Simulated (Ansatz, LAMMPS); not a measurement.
# Amorphous 64HfO2-36SiO2 (mol %) (84 atoms) under strain: runs compared

How stiff is amorphous 64HfO2-36SiO2 (mol %) (84 atoms), and how do its levels respond to strain?

Computed with Ansatz 0.2.0: Kohn-Sham DFT, PBE, PAW (set soft_2), plane waves.

## (1) The cell as built

The cell holds 84 atoms: 18 Hf, 10 Si and 56 O. Cell: a = 10.608 Å, b = 10.608 Å, c = 10.608 Å, α = 90.0°, β = 90.0°, γ = 90.0°. 84 atoms (18 Zr, 10 Si, 56 O) placed at random at 3.92 g/cm³, melted at 5000 K for 10 ps at fixed volume with the Morse and Coulomb pair potential with partial charges (Pedone, Malavasi, Menziani, Cormack and Segre, J. Phys. Chem. B 110, 11780 (2006)). Quenched from 5000 K to 300 K at 50 K/ps and fixed volume, held 5 ps, then minimised at fixed cell. Then Zr was replaced by Hf (the potential has no terms for the new elements, so the cell is a start for a DFT relaxation).

What the set-up can't give: The quench rate of 50 K/ps is orders of magnitude faster than experiment, which tends to freeze in extra defects. The network of bonds at the start is that of the classical potential that made the cell, and needn't be the one that DFT or experiment would give. Only the Γ point is sampled. No spin–orbit coupling is included, so levels derived from the heavy atoms are approximate.

## (2) The reference run

The reference is a single point at the end of the relaxation.

Every strained cell starts from the geometry of this run, and its atoms are relaxed with the cell held.

Its input, with most atom lines left out:

```yaml
crystal:
  lattice:
    - [10.39549, 0.20265, -0.11568]
    - [0.20265, 10.44727, -0.12117]
    - [-0.11568, -0.12117, 10.35752]
  atoms:
    - { symbol: Hf, position: [0.13558, 0.34849, 0.09152] }
    - { symbol: Hf, position: [0.84634, 0.19247, 0.62099] }
    - { symbol: Hf, position: [0.3301, 0.12036, 0.56912] }
    - { symbol: Hf, position: [0.07694, 0.62846, 0.31133] }
    - { symbol: Hf, position: [0.22931, 0.04569, 0.13902] }
    - { symbol: Hf, position: [0.57933, 0.1008, 0.80377] }
    - { symbol: Hf, position: [0.82007, 0.86018, 0.27705] }
    [... atom lines 8 to 84 left out ...]
kpoints:
  mp_grid: { grid: [1, 1, 1] }
hamiltonian:
  xc: pbe
scf:
  occupations: { method: gaussian, width: 0.025 }
output:
  forces: true
  stress: true
  populations: true
  dos:
    method: { smearing: { sigma: 0.08 } }
    de: 0.1
    projected: { site_lists: { Hf: [Hf], O: [O], Si: [Si] } }
  eigenvalues: true
  write_density: true
  write_potential: true
  volumetric_format: npy
```

```
free energy per atom   : -3824.2813 eV/atom
r.m.s. force component : 0.00848 eV/Å
pressure               : -0.02267 GPa
```

Filled and empty levels are parted by 4.22 eV (at Γ alone); a semilocal functional tends to put such gaps too low. In a disordered cell it changes from sample to sample, and tail or defect levels can set it.

## (3) The runs

Each row is one run, on 4 threads of Arm Neoverse V2, shared host. The free energy is the program's total, comparable only between runs with the same functional, potentials and atoms.

```tsv
run	atoms	outcome	ionic steps, all passes	free energy (eV)	time	host memory (GiB)
Single point at the start	84	converged	-	-321234.335	19 s	1.9
Cell and atoms relaxed	84	converged	23	-321239.631	6.6 min	2.0
Single point at the relaxed geometry	84	converged	-	-321239.631	26 s	1.9
Volume -3 %	84	converged	6	-321239.316	1.8 min	1.9
Volume +3 %	84	converged	6	-321239.337	100 s	1.9
Volume -6 %	84	converged	10	-321238.397	3 min	1.9
Volume +6 %	84	converged	14	-321238.677	4.1 min	2.0
Volume -10 %	84	converged	13	-321236.029	3.5 min	1.8
Stretched by 1 % along x	84	converged	5	-321239.571	86 s	1.9
Compressed by 1 % along x	84	converged	5	-321239.571	87 s	1.9
Sheared by 2 % in xy	84	converged	6	-321239.558	94 s	1.9
```

In some runs the program notes that the SCF threshold is loose for the stress.

## (4) Pressure against volume

Atoms are relaxed at each volume, in the scaled cell.

```tsv
volume change (%)	volume (Å³/atom)	energy change (meV/atom)	pressure (GPa)	largest move on relaxing (Å)	bonds	gap (eV)
-10	12.045	42.88	11.35	0.70	156	3.78
-6	12.580	14.68	5.90	0.46	155	3.96
-3	12.981	3.75	2.98	0.15	151	4.15
+0	13.383	0.00	-0.02	-	150	4.22
+3	13.784	3.49	-2.75	0.13	149	4.25
+6	14.186	11.36	-4.25	0.85	147	4.27
```

## (5) Uniaxial strain and shear

Stress (GPa, compression positive) less that of the relaxed cell, atoms relaxed:

```tsv
strain	xx	yy	zz	xy	energy change (meV/atom)
stretched by 1 % along x	-1.684	-0.609	-0.550	-0.012	0.71
compressed by 1 % along x	1.700	0.625	0.556	0.013	0.71
sheared by 2 % in xy	0.005	0.062	0.101	-1.077	0.87
```

## (6) What came out

The bulk modulus, from the slope of pressure against ln V over the three points nearest the relaxed volume, is 95.5 GPa; between neighbouring points the slope runs 125, 93, 99, 92 and 52 GPa from the smallest volume up, without a steady fall, so no pressure derivative is given. The count of bonds runs from 147 to 156 over the series, so at some points contacts cross the cutoffs. At -10 % and +6 % some atom moved by over 0.5 Å on relaxing, so those points may sit in another local minimum. The gap goes from 3.78 eV at the smallest volume to 4.27 eV at the largest, +3.1 eV per unit of ln V by a straight line, on the run's k-points. In the Cartesian axes of the cell, finite differences give C11 = 169, C12 = 61.7, C13 = 55.3 and C66 = 53.9 GPa (the shear of 2 % is the engineering strain, εxy = 0.01). The mean of C11, C12 and C13, which equals the bulk modulus in a cubic or isotropic solid, is 95.4 GPa: it agrees with the bulk modulus within 10 %. For an isotropic solid C66 would equal (C11 − C12)/2 = 53.7 GPa; so small a sample needn't be isotropic, and C66 rests on one shear. With the bulk modulus and C66 as K and G, Young's modulus would be about 136 GPa and Poisson's ratio 0.26.

Caveats: Strains are finite and relaxations stop at the force tolerance of the input, which can leave moduli too stiff; they are those of a static cell at zero temperature. Volumes are changed with the cell's shape held, so in an anisotropic solid the modulus lies over the one under free hydrostatic load. The program notes that the SCF threshold of the relaxations is loose for the stress.

The DFT runs together took 26 min of wall time.

[Logs are printed without paths, hosts, clocks, repeated set-up lines and the standing remarks that a program may print on its own settings, such as how far it seeks lower states.]

[Hosts, paths, dates, database ids (printed as entryN), source tags and the programs' standing remarks are cut or masked in the printed files.]
